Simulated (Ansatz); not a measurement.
The compound is RbOsF3 (cubic perovskite) (Pm-3m).

The structure was built from a prototype and need not be the compound's stable phase.

It takes space group Pm-3m (No. 221, cubic). Conventional cell: a = 4.299 Å, b = 4.299 Å, c = 4.299 Å, α = 90.00°, β = 90.00°, γ = 90.00°. Nearest to Rb lie 12 F at 3.04 Å. Nearest to Os lie 6 F at 2.15 Å. F has 2 Os at 2.15 Å and 4 Rb at 3.04 Å nearest. Farther neighbours and most contacts between anions are not listed.

```
Rb Os F
1.0
     0.00000   -4.29920    0.00000
     0.00000    0.00000    4.29920
    -4.29920    0.00000    0.00000
Rb Os F
1 1 3
Cartesian
  0.0000 0.0000 0.0000
  -2.1496 -2.1496 2.1496
  0.0000 -2.1496 2.1496
  -2.1496 -2.1496 0.0000
  -2.1496 0.0000 2.1496
```

The structure was relaxed with PBE. The structure type comes from a generator and need not be one that this composition takes. The structure was generated from a model, not taken from a measurement. The runs that relaxed it are not among those shown. The program's search for lower electronic states was switched off, so nothing shows that the state found is the lowest. Spin-orbit coupling is left out unless a run names it. PAW set soft_2, made with PBE.

A constrained-RPA run (Ansatz 0.2.0; non-magnetic PBE; Os d + anion p, bands v12 to c2, 4×4×4 mesh, medium accuracy) builds 14 functions on bands 13 eV wide, with 24.0 electrons in the window. The bare on-site interaction is 14.4 eV and the bare J 0.57 eV.

What U and J survive the screening?

On the Os d shell, U = 6.83 eV (47 % of the bare value), U′ = 5.94 eV, J = 0.42 eV.

The parent state is non-magnetic and the interaction static (zero frequency); U depends on the window and the orbitals, so it belongs to this model alone. Spin-orbit coupling, which is strong for atoms this heavy, is left out. A window that holds the anion p bands defines a model with explicit ligands; its U belongs to that model and is not the U of DFT+U.

[Paths, hosts, dates, memory and timing lines, banners, echoed tables and standing remarks are left out of the program output.]

[Logs are printed without paths, hosts, clocks, repeated set-up lines and the standing remarks that a program may print on its own settings, such as how far it seeks lower states.]

[Runs of the session that timed out or met a known fault of the program may be left out.]

[Hosts, paths, dates, database ids (printed as entryN), source tags and the programs' standing remarks are cut or masked in the printed files.]
